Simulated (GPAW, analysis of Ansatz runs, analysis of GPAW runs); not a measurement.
# Substitutional N in diamond: charge-transition level, PBE (GPAW), part 3 of 4

Subject: substitutional N in diamond. Wanted: its charge-transition level, in one set-up (PBE, plane waves 500 eV, 64-site cell, PBE lattice, k: the zone centre alone then 2x2x2 shifted, started with the impurity moved along one bond, dielectric constants 5.7 and 5.7 (handbook)). The model is a cell of 64 host atoms with 1 C taken out and 1 N put in. The level is the Fermi energy at which two charge states have equal formation energy, after a correction for the images of the charge. A local or semilocal functional is the cheapest first rung.

GPAW 26.7.0; PBE, plane waves 500 eV, 64-site cell, PBE lattice, k: the zone centre alone then 2x2x2 shifted, started with the impurity moved along one bond, dielectric constants 5.7 and 5.7 (handbook).

So far: The structure; Relaxation, charge +1; Single point, charge +1.

## Step 4: Relaxation, charge 0

Level of this step: GPAW plane-wave PAW DFT, PBE; relaxation of all atoms of a defect supercell (GPAW).

File run.py:

```python
import numpy as np
from ase.io import read, write
from ase.parallel import parprint, world
from gpaw import GPAW, PW
from ase.optimize import BFGS

atoms = read('POSCAR')
magmoms = np.zeros(len(atoms))
magmoms[[7, 3, 26, 48]] = 1 / 4
atoms.set_initial_magnetic_moments(magmoms)
calc = GPAW(mode=PW(500),
            xc='PBE',
            kpts={'size': (1, 1, 1), 'gamma': True},
            occupations={'name': 'fermi-dirac', 'width': 0.01, 'fixmagmom': True},
            nbands=137,
            convergence={'density': 1e-05, 'forces': 0.001},
            maxiter=150,
            symmetry='off',
            txt='gpaw.txt')
atoms.calc = calc
opt = BFGS(atoms, trajectory='relax.traj', logfile='-')
done = opt.run(fmax=0.02, steps=80)
parprint('Converged:', done)
energy = atoms.get_potential_energy()
forces = atoms.get_forces()
parprint(f'Energy: {energy:.6f} eV, largest force {np.linalg.norm(forces, axis=1).max():.4f} eV/A')
calc.write('gs.gpw')
write('final.xyz', atoms)
parprint('Moments:', atoms.get_magnetic_moments().round(3))
for s in range(calc.get_number_of_spins()):
    parprint('Levels (eV), spin', s, calc.get_eigenvalues(kpt=0, spin=s)[-16:].round(3))
```

File POSCAR:

```
C  N  C 
 1.0000000000000000
     7.1439157092080041   -0.0000000000000009   -0.0000000000000000
     0.0000000000000004    7.1439157092080050   -0.0000000000000000
    -0.0000000000000004   -0.0000000000000018    7.1439157092080032
 C   N   C  
   7   1  56
Direct
 -0.0018246399135889 -0.0020020120321699  0.2492926738123327
  0.0025395312223118  0.2506070094140400  0.0010099508073655
[... 1 atom line left out ...]
  0.2516845658976144  0.2478365615572857  0.2505651978927760
  0.1255778637175841  0.1275921213740162  0.3758858080919671
  0.1269133479180668  0.3734414591416536  0.1236779836812804
  0.3742881588167426  0.1247372349625032  0.1276947936762498
  0.3981904084446695  0.4013648835659021  0.3977509736912567
[... 5 atom lines left out ...]
  0.1247318307586803  0.3777033285362900  0.6256765914604014
[... 6 atom lines left out ...]
  0.1275122115303376  0.6245117537839969  0.3761349382222015
[... 5 atom lines left out ...]
  0.2519376265301956  0.4980320266638807  0.5004586517774198
[... 9 atom lines left out ...]
  0.6238857895314760  0.1267647837817234  0.3731340551156385
[... 4 atom lines left out ...]
  0.4976841032328566  0.2511735883357722  0.5010473725516652
[... 6 atom lines left out ...]
  0.5010124432111094  0.4991793027863049  0.2524777194344088
[... 3 atom lines left out ...]
  0.6222896163294847  0.6255120419546946  0.3754788638696022
[... 10 atom lines left out ...]
  0.8758400234792904  0.8723394195406542  0.8747690249525308
```

Command:

```console
> OMP_NUM_THREADS=1 mpirun -n 4 gpaw python run.py > stdout
```

Log:

```text
__  _  _
 | _ |_)|_||  |
 |__||  | ||/\| - 26.7.0

Input parameters:
  mode=PW(ecut=500.0),
  convergence={'density': 1e-05, 'forces': 0.001},
  kpts=MonkhorstPack(size=(1, 1, 1), gamma=True),
  maxiter=150,
  nbands=137,
  occupations=Occupations(name='fermi-dirac', width=0.01, fixmagmom=True),
  symmetry=Symmetry(point_group=False, time_reversal=False),
  xc=XC(name='PBE')

Diagonalizing LCAO Hamiltonian
Converting LCAO to pw mode

                 C        C
            C  C     C C
         C   C C  C   C C
          C C   C  C C   C
          CC    CC CC     C
       C    C C      CCC
        C      CNC     CC
         CCC C    C C C
          C C   C  C C   C
       C   C  C C   C C
        C     C  C     C
           C        C

Atoms  # Å, Bohr magnetons
|    | symbol |         x |         y |         z |    initial magnetic moments |
|----|--------|-----------|-----------|-----------|-----------------------------|
|  0 |      C | -0.013035 | -0.014302 |  1.780926 | ( 0.0000,  0.0000,  0.0000) |
|  1 |      C |  0.018142 |  1.790315 |  0.007215 | ( 0.0000,  0.0000,  0.0000) |
|  2 |      C |  1.776190 |  0.008979 |  0.014951 | ( 0.0000,  0.0000,  0.0000) |
|  3 |      C |  1.798013 |  1.770524 |  1.790017 | ( 0.0000,  0.0000,  0.2500) |
|  4 |      C |  0.897118 |  0.911507 |  2.685297 | ( 0.0000,  0.0000,  0.0000) |
|  5 |      C |  0.906658 |  2.667834 |  0.883545 | ( 0.0000,  0.0000,  0.0000) |
|  6 |      C |  2.673883 |  0.891112 |  0.912241 | ( 0.0000,  0.0000,  0.0000) |
|  7 |      N |  2.844639 |  2.867317 |  2.841499 | ( 0.0000,  0.0000,  0.2500) |
|  8 |      C | -0.001795 | -0.010318 |  5.340898 | ( 0.0000,  0.0000,  0.0000) |
|  9 |      C |  0.001312 |  1.799162 |  3.556975 | ( 0.0000,  0.0000,  0.0000) |
| 10 |      C |  1.770581 | -0.010799 |  3.565154 | ( 0.0000,  0.0000,  0.0000) |
| 11 |      C |  1.780495 |  1.772709 |  5.371859 | ( 0.0000,  0.0000,  0.0000) |
| 12 |      C |  0.896664 |  0.895471 |  6.231424 | ( 0.0000,  0.0000,  0.0000) |
| 13 |      C |  0.891074 |  2.698281 |  4.469781 | ( 0.0000,  0.0000,  0.0000) |
| 14 |      C |  2.690084 |  0.878028 |  4.457695 | ( 0.0000,  0.0000,  0.0000) |
| 15 |      C |  2.660745 |  2.687054 |  6.252520 | ( 0.0000,  0.0000,  0.0000) |
| 16 |      C |  0.010269 |  3.573618 |  1.768897 | ( 0.0000,  0.0000,  0.0000) |
[...]
Unit cell  # Å
| periodic |         x |         y |         z |  lengths |    angles |
|----------|-----------|-----------|-----------|----------|-----------|
|      yes |  7.143916 | -0.000000 | -0.000000 | 7.143916 | 90.000000 |
|      yes |  0.000000 |  7.143916 | -0.000000 | 7.143916 | 90.000000 |
|      yes | -0.000000 | -0.000000 |  7.143916 | 7.143916 | 90.000000 |

Number of symmetries: 1
Symmetry operations  # r_c * U_cc + t_c -> r_c
|   | kind |            matrix            |
|---|------|------------------------------|
| 0 |  E   |  1, 0, 0,  0, 1, 0,  0, 0, 1 |

BZ-sampling:
  Number of BZ points: 1
  Number of IBZ points: 1

  Monkhorst-Pack size: [1, 1, 1]
  Monkhorst-Pack shift: [0, 0, 0]

K-points  # in reciprocal-cell coordinates
|   |                                coordinates |     weight |
|---|--------------------------------------------|------------|
| 0 | (  0.00000000,   0.00000000,   0.00000000) | 1.00000000 |

Plane wave coefficients: 4586
Cutoff: 500.0 eV

Spin-components: 2 (collinear spins)
Bands:           137
Projectors:      320
Spin-degeneracy: 1
Datatype:        float64

Density:
  Valence electrons: 257.0
  Components: 2
  Grid points: [40 40 40]
  Charge: 0.0  # |e|

Potential:
  Grid points: [40 40 40]

species:
  C:
    name:    Carbon
    Z:       6.0
    valence: 4
    core:    2
    charge:  0.0  # [|e|]
    compensation charges:
      type: gauss
      rc: 0.20  # [Å]
      lmax: 2
    cutoffs:
      filter: 1.14  # [Å]
      core: 1.14  # [Å]
    projectors
    | kind |    occ | energy [eV] | rcut [Å] |
    |------|--------|-------------|----------|
    |   2s |  2.000 |     -13.751 |    0.635 |
    |   2p |  2.000 |      -5.284 |    0.635 |
    |    s |        |      13.461 |    0.635 |
    |    p |        |      21.927 |    0.635 |
    |    d |        |       0.000 |    0.635 |

    Using partial waves for C as LCAO basis

  N:
    name:    Nitrogen
    Z:       7.0
    valence: 5
    core:    2
    charge:  0.0  # [|e|]
    compensation charges:
      type: gauss
      rc: 0.18  # [Å]
      lmax: 2
    cutoffs:
      filter: 1.11  # [Å]
      core: 0.96  # [Å]
    projectors
    | kind |    occ | energy [eV] | rcut [Å] |
    |------|--------|-------------|----------|
    |   2s |  2.000 |     -18.583 |    0.603 |
    |   2p |  3.000 |      -7.089 |    0.529 |
    |    s |        |       8.629 |    0.603 |
    |    p |        |      20.123 |    0.529 |
    |    d |        |       0.000 |    0.577 |

    Using partial waves for N as LCAO basis

Reference energy: -66222.292779  # eV

eigensolver:
  PPCG
  Converge bands: occupied
  niter=2

density mixing:
  MSR1-Mixer
  Pratt-step length: 0.05
  Maximum mixing coefficient: 0.75
  Old densities: 10
  SVD Regularization: 0.005
  Good broyden scale: 1.0
  Trust region scale: 1.0
  Backstep threshold: 4.0
  History deletion threshold: 6.0
  Fourier metric: weight=20.0, sigma=0.015

occupation numbers:
  Fixed magnetic moment: 1.000
  Fermi-Dirac:
    width: 0.0100  # eV

poisson solver:
  ecut: 4000.0  # eV

xc functional:
  name: PBE with 2 nearest neighbor stencil

Initialization done in: 9.120 s

convergence criteria:
- Maximum integral of absolute [dens]ity change: 1e-05 electrons / valence electron
- Maximum change in the atomic [forces] across last 2 cycles: 0.001 eV/Ang OR
Maximum error relative to the maximum force is below inf
- Maximum [total energy] change in last 3 cyles: 0.0005 eV / valence electron
- Maximum integral of absolute [eigenst]ate change: 4e-08 eV^2 / valence electron
maximum number of iterations: 150

SCF iterations
|iter     | |      energy | eigst |  dens |force |  magmom |
|---------|-|-------------|-------|-------|------|---------|
|iter:   1| | -585.578344 | +0.11 |       |      |  +0.9984|
|iter:   2| | -583.405868 | -2.00 | -0.78 |      |  +0.9985|
|iter:   3| | -569.644125 | -1.26 | -0.81 |      |  +0.9995|
|iter:   4| | -569.418966 | -1.71 | -1.44 |      |  +0.9999|
|iter:   5| | -569.281733 | -2.28 | -2.10 |      |  +0.9999|
|iter:   6| | -569.288974 | -3.36 | -2.36 |      |  +1.0000|
|iter:   7| | -569.289638c| -4.09 | -2.78 |      |  +1.0000|
|iter:   8| | -569.290209c| -4.75 | -3.29 |      |  +1.0000|
[...]
|----|--------|-----------|-----------|-----------|-----------------------------|
[...]
|  7 |      N |  2.796703 |  2.800119 |  2.795711 | ( 0.0000,  0.0000,  0.0856) |
[...]
Unit cell  # Å
| periodic |         x |         y |         z |  lengths |    angles |
|----------|-----------|-----------|-----------|----------|-----------|
|      yes |  7.143916 | -0.000000 | -0.000000 | 7.143916 | 90.000000 |
|      yes |  0.000000 |  7.143916 | -0.000000 | 7.143916 | 90.000000 |
|      yes | -0.000000 | -0.000000 |  7.143916 | 7.143916 | 90.000000 |

Initialization done in: 0.984 s

convergence criteria:
- Maximum integral of absolute [dens]ity change: 1e-05 electrons / valence electron
- Maximum change in the atomic [forces] across last 2 cycles: 0.001 eV/Ang OR
Maximum error relative to the maximum force is below inf
- Maximum [total energy] change in last 3 cyles: 0.0005 eV / valence electron
- Maximum integral of absolute [eigenst]ate change: 4e-08 eV^2 / valence electron
maximum number of iterations: 150

SCF iterations
|iter     | |      energy | eigst |  dens |force |  magmom |
|---------|-|-------------|-------|-------|------|---------|
|iter:   1| | -570.704461c| -4.99 |       |      |  +0.9997|
|iter:   2| | -570.704439c| -6.64 | -3.70 |      |  +0.9997|
|iter:   3| | -570.704366c| -5.88 | -3.74 |      |  +0.9998|
|iter:   4| | -570.704360c| -6.90 | -4.10 |      |  +0.9999|
|iter:   5| | -570.704360c| -7.55c| -4.42 |      |  +0.9999|
|iter:   6| | -570.704360c| -7.91c| -4.78 |      |  +1.0000|
|iter:   7| | -570.704360c| -8.46c| -5.22c|-1.44 |  +1.0000|
|iter:   8| | -570.704360c| -8.92c| -5.78c|-3.70c|  +1.0000|

Converged in 8 steps
SCF loop duration: 12.167 s (1.521 s/step)
Energy contributions relative to reference atoms: (reference = -66222.292779)

Energy contributions:
  Kinetic:         527.652388
  Coulomb:        -486.969485
  Zero:              0.640621
  External:          0.000000
  Xc:             -612.027883
  Entropy:          -0.000000
  Spinorbit:         0.000000
  ----------------------------
  Free energy:    -570.704360
  Extrapolated:   -570.704360

dipole moment: (-0.081744, -55.758387, -0.334657)  # |e|*Ang

Total magnetic moment: (0.000000, 0.000000, 1.000000)

Local magnetic moments
|        x |        y |         z |
|----------|----------|-----------|
[...]
Fermi levels: 15.322, 13.854
Eigenvalues  # (at kpt = [0.000, 0.000, 0.000])
| band index |      eig [eV] | occ [0-1] |      eig [eV] | occ [0-1] |
|------------|---------------|-----------|---------------|-----------|
[...]
|        ... |               |           |               |           |
[...]
Gap: 1.057 eV
Transition (v -> c):
  (s=1, k=0, n=128, [0.00, 0.00, 0.00]) -> (s=0, k=0, n=129, [0.00, 0.00, 0.00])
No difference between direct/indirect transitions

Forces  # eV/Ang
|        x |        y |        z |
|----------|----------|----------|
[...]
C        C
            C  C     C C
         C   C C  C   C C
          C C   C C  C   C
          CC    CC CC     C
       C    C C      CCC
        C      CNC    CCC
         CCC C    C C
          C C   C  C C   C
       C   C  C C  C  C
        C     C  C     C
           C        C

Atoms  # Å, Bohr magnetons
|    | symbol |         x |         y |         z |    initial magnetic moments |
|----|--------|-----------|-----------|-----------|-----------------------------|
[...]
|  7 |      N |  2.796614 |  2.800014 |  2.795647 | ( 0.0000,  0.0000,  0.0858) |
[...]
| 56 |      C |  3.578521 |  3.581943 |  5.370862 | ( 0.0000,  0.0000,  0.0014) |
| 57 |      C |  3.578513 |  5.375174 |  3.577436 | ( 0.0000,  0.0000,  0.0014) |
| 58 |      C |  5.371924 |  3.581982 |  3.577701 | ( 0.0000,  0.0000,  0.0014) |
| 59 |      C |  5.360952 |  5.364310 |  5.360008 | ( 0.0000,  0.0000,  0.0001) |
| 60 |      C |  4.467477 |  4.470990 |  6.260726 | ( 0.0000,  0.0000, -0.0000) |
| 61 |      C |  4.467675 |  6.265096 |  4.466565 | ( 0.0000,  0.0000, -0.0000) |
| 62 |      C |  6.261821 |  4.471090 |  4.466702 | ( 0.0000,  0.0000, -0.0000) |
| 63 |      C |  6.250440 |  6.253803 |  6.249518 | ( 0.0000,  0.0000,  0.0002) |

Unit cell  # Å
| periodic |         x |         y |         z |  lengths |    angles |
|----------|-----------|-----------|-----------|----------|-----------|
|      yes |  7.143916 | -0.000000 | -0.000000 | 7.143916 | 90.000000 |
|      yes |  0.000000 |  7.143916 | -0.000000 | 7.143916 | 90.000000 |
|      yes | -0.000000 | -0.000000 |  7.143916 | 7.143916 | 90.000000 |

Initialization done in: 0.987 s

convergence criteria:
- Maximum integral of absolute [dens]ity change: 1e-05 electrons / valence electron
- Maximum change in the atomic [forces] across last 2 cycles: 0.001 eV/Ang OR
Maximum error relative to the maximum force is below inf
- Maximum [total energy] change in last 3 cyles: 0.0005 eV / valence electron
- Maximum integral of absolute [eigenst]ate change: 4e-08 eV^2 / valence electron
maximum number of iterations: 150

SCF iterations
|iter     | |      energy | eigst |  dens |force |  magmom |
|---------|-|-------------|-------|-------|------|---------|
|iter:   1| | -570.704488c| -5.61 |       |      |  +0.9999|
|iter:   2| | -570.704483c| -7.30 | -4.03 |      |  +0.9999|
|iter:   3| | -570.704465c| -6.46 | -4.08 |      |  +0.9999|
|iter:   4| | -570.704464c| -7.68c| -4.48 |      |  +0.9999|
|iter:   5| | -570.704464c| -7.83c| -4.77 |      |  +1.0000|
|iter:   6| | -570.704464c| -8.28c| -5.15c|-1.78 |  +1.0000|
|iter:   7| | -570.704464c| -8.98c| -5.57c|-3.72c|  +1.0000|

Converged in 7 steps
SCF loop duration: 10.502 s (1.500 s/step)
Energy contributions relative to reference atoms: (reference = -66222.292779)

Energy contributions:
  Kinetic:         527.655338
  Coulomb:        -486.973838
  Zero:              0.640646
  External:          0.000000
  Xc:             -612.026611
  Entropy:          -0.000000
  Spinorbit:         0.000000
  ----------------------------
  Free energy:    -570.704464
  Extrapolated:   -570.704464

dipole moment: (-0.076001, -55.757776, -0.328847)  # |e|*Ang

Total magnetic moment: (0.000000, 0.000000, 0.999998)

Local magnetic moments
|        x |        y |         z |
|----------|----------|-----------|
[...]
Fermi levels: 15.322, 13.854
Eigenvalues  # (at kpt = [0.000, 0.000, 0.000])
| band index |      eig [eV] | occ [0-1] |      eig [eV] | occ [0-1] |
|------------|---------------|-----------|---------------|-----------|
[...]
|        ... |               |           |               |           |
[...]
|        129 |        16.115 |     0.000 |        16.173 |     0.000 |
|        130 |        16.339 |     0.000 |        16.350 |     0.000 |
|        131 |        16.339 |     0.000 |        16.351 |     0.000 |
|        132 |        16.477 |     0.000 |        16.488 |     0.000 |
|        133 |        16.477 |     0.000 |        16.489 |     0.000 |
|        134 |        16.562 |     0.000 |        16.581 |     0.000 |
|        135 |        16.711 |     0.000 |        16.723 |     0.000 |
|        136 |        16.715 |     0.000 |        16.753 |     0.000 |

Gap: 1.056 eV
Transition (v -> c):
  (s=1, k=0, n=128, [0.00, 0.00, 0.00]) -> (s=0, k=0, n=129, [0.00, 0.00, 0.00])
No difference between direct/indirect transitions

Forces  # eV/Ang
|        x |        y |        z |
|----------|----------|----------|
[...]
|  0.00522 |  0.00426 |  0.00174 |  # C   56
|  0.00790 |  0.00372 |  0.00743 |  # C   57
|  0.00179 |  0.00349 |  0.00035 |  # C   58
|  0.00216 |  0.00415 |  0.00110 |  # C   59
|  0.00551 |  0.00246 |  0.00239 |  # C   60
| -0.00028 |  0.00233 | -0.00017 |  # C   61
|  0.00017 | -0.00030 |  0.00007 |  # C   62
|  0.00461 |  0.00136 |  0.00105 |  # C   63

# Writing to gs.gpw (mode='')
```

Wall time 3.1 min (4 MPI ranks of Arm Neoverse V2, shared host); peak memory 1.6 GiB.

Step by step:

```csv
step,energy less that of the first step (eV)
0,0.0000
1,-0.9940
2,-1.2426
3,-1.3554
4,-1.3926
5,-1.4061
6,-1.4117
7,-1.4134
8,-1.4138
9,-1.4139
```

The atoms that moved most (Å):

```csv
atom,dx,dy,dz,length
C4,-0.151,-0.120,-0.144,0.241
N8,-0.048,-0.067,-0.046,0.095
C42,0.037,0.039,0.012,0.055
C27,0.030,0.038,0.016,0.051
C5,-0.020,-0.031,-0.032,0.049
C2,-0.037,-0.005,-0.027,0.046
C3,0.006,-0.024,-0.035,0.043
C7,-0.020,-0.011,-0.037,0.043
```

Neighbours of N8 at the end:

```csv
atom,distance (Å)
C42,1.484
C27,1.484
C49,1.484
C4,1.991
C31,2.388
C53,2.388
C46,2.388
C37,2.514
C15,2.514
C14,2.514
C23,2.514
C21,2.514
C38,2.514
```

Numbers from this step:

| Property | Result |
| --- | --- |
| total moment | 1.0000 μB |

From the first step to the last the energy fell by 1.414 eV, and the largest move was 0.24 Å (C4).

(Continued in part 4 of 4.)

[Logs are printed without paths, hosts, clocks, repeated set-up lines and the standing remarks that a program may print on its own settings, such as how far it seeks lower states.]

[Hosts, paths, dates, database ids (printed as entryN), source tags and the programs' standing remarks are cut or masked in the printed files.]

[For some hosts the program warned that the k-mesh of the response run may be too coarse for force constants and the static dielectric constant; such warnings are not shown here.]
